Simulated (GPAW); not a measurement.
Consider Si on a C site in Ta2C.

```xyz
24
Lattice="-4.6589 2.6898 4.9464 4.6589 -2.6898 4.9464 3.1059 5.3796 -4.9464" Properties=species:S:1:pos:R:3 pbc="T T T"
Ta    1.5287    0.8963    3.7194
Ta   -2.9751    3.6492    3.6024
Ta    4.6585    0.8593    3.7204
Ta    0.0321    3.6054    3.7204
Ta    3.1169    3.4417    3.6024
Ta    3.0940    3.6075   -1.2270
Ta    2.9913   -1.7270    3.6258
Ta    1.5495    6.2782   -1.2317
Ta   -0.0110    1.9379    1.3440
Ta    0.0119    1.7721    6.1734
Ta    3.0738    1.7742    1.2260
Ta   -1.5526    4.5203    1.2260
Ta    1.5772    4.4833    1.2270
Ta    6.0810    1.7304    1.3440
Ta    0.1146    7.1066    1.3206
Ta    1.5564   -0.8986    6.1781
Si    0.0000    0.0000    0.0000
C     3.1059    5.3796    0.0000
C    -1.5337    2.6868    4.9397
C     3.0937    0.0152    4.9531
C     1.5561    2.6952    0.0000
C     1.5498    2.6844    4.9464
C     0.0122    5.3644   -0.0067
C     4.6396    2.6928    0.0067
```

Absorber: atom 17, with 2 Ta at 2.33 Å and 4 Ta at 2.36 Å (octahedral; the defect atom itself). Method: GPAW, LDA, excited-electron core hole (neutral cell), 24-atom cell with 7.3 Å between holes, 4×4×4 k points, dipole transitions, Gaussian full width 0.9 eV up to 4 eV, rising linearly to 3.5 eV at 25 eV, without spin-orbit coupling.

Q: What does the Si K edge look like?

Main maxima up to 24 eV above the zero (height): 2.4 eV (0.98), 6.2 eV (0.85), 9.1 eV (1.11) and 13.1 eV (1.61). A K edge sees empty p states on the absorber. The total-energy difference is 1841.49 eV. One term is added: -14.86 eV, since the hole is spin-paired here and a spin-polarised one costs that much less in the free atom (computed apart). The photon energy is then 1826.63 eV. The tabulated edge of the element is 1839 eV. The functional leaves an error in such absolute values: in the free atom LDA prices this hole 7.8 eV below PBE (computed apart), and PBE is itself good to a few eV.

The Si K spectrum (energy from the lowest empty level; intensity scaled to a mean of 1 over the first 20 eV):

```tsv
E (eV)	isotropic	ε ∥ x	ε ∥ y	ε ∥ z
-2.0	0.00	0.00	0.00	0.00
-1.5	0.00	0.00	0.00	0.00
-1.0	0.00	0.00	0.00	0.00
-0.5	0.03	0.04	0.04	0.02
0.0	0.19	0.23	0.20	0.12
0.5	0.38	0.47	0.41	0.27
1.0	0.53	0.65	0.57	0.38
1.5	0.73	0.82	0.78	0.58
2.0	0.93	0.97	1.01	0.80
2.5	0.98	1.00	1.04	0.88
3.0	0.90	0.90	0.89	0.89
3.5	0.74	0.71	0.70	0.81
4.0	0.67	0.64	0.63	0.74
4.5	0.72	0.67	0.70	0.79
5.0	0.74	0.63	0.72	0.86
5.5	0.79	0.67	0.73	0.96
6.0	0.84	0.79	0.78	0.96
6.5	0.84	0.87	0.83	0.82
7.0	0.78	0.86	0.83	0.64
7.5	0.76	0.86	0.87	0.54
8.0	0.86	0.96	1.02	0.59
8.5	1.01	1.07	1.21	0.76
9.0	1.10	1.10	1.25	0.97
9.5	1.07	0.99	1.09	1.14
10.0	0.98	0.82	0.87	1.27
10.5	0.94	0.71	0.71	1.40
11.0	1.00	0.72	0.67	1.60
11.5	1.13	0.83	0.73	1.83
12.0	1.32	1.02	0.91	2.03
12.5	1.51	1.29	1.18	2.07
13.0	1.61	1.52	1.43	1.88
13.5	1.57	1.63	1.58	1.51
14.0	1.45	1.63	1.61	1.12
14.5	1.34	1.60	1.59	0.84
15.0	1.28	1.58	1.58	0.68
15.5	1.25	1.56	1.55	0.63
16.0	1.21	1.49	1.50	0.66
16.5	1.17	1.39	1.41	0.71
17.0	1.13	1.29	1.33	0.76
17.5	1.09	1.21	1.25	0.81
18.0	1.06	1.16	1.18	0.85
18.5	1.03	1.11	1.11	0.88
19.0	0.99	1.04	1.04	0.89
19.5	0.92	0.96	0.96	0.86
20.0	0.84	0.87	0.87	0.79
20.5	0.76	0.78	0.80	0.71
21.0	0.69	0.72	0.73	0.64
21.5	0.65	0.67	0.68	0.60
22.0	0.62	0.63	0.63	0.60
22.5	0.60	0.59	0.58	0.63
23.0	0.59	0.56	0.54	0.68
23.5	0.59	0.53	0.50	0.74
24.0	0.59	0.50	0.48	0.79
24.5	0.59	0.48	0.47	0.84
25.0	0.60	0.47	0.46	0.88
25.5	0.61	0.46	0.46	0.91
26.0	0.62	0.46	0.46	0.94
26.5	0.63	0.46	0.47	0.96
27.0	0.64	0.47	0.48	0.97
27.5	0.64	0.48	0.48	0.95
```

In so small a cell the defects form an ordered array, and no site is far from one. The mesh is coarse (0.25 Å⁻¹ between points), so small maxima may be mesh ripples. Lifetime broadening is put in by hand, and intensities beyond about 20 eV depend on it and on the partial waves; weight that the partial waves miss at high energy is lost.

[Banner, clock and machine lines of the logs are left out without a mark of their own.]

[Logs are printed without paths, hosts, clocks, repeated set-up lines and the standing remarks that a program may print on its own settings, such as how far it seeks lower states.]

[Hosts, paths, dates, database ids (printed as entryN), source tags and the programs' standing remarks are cut or masked in the printed files.]

[Lists of maxima count a maximum above −3 eV only where it reaches 4 % of the highest in the window and stands out from its surroundings by 2 % of it (1.5 % where it reaches 55 %); shoulders and weaker maxima are passed over, and of the rest the first, up to two pre-edge ones and the few strongest are named.]
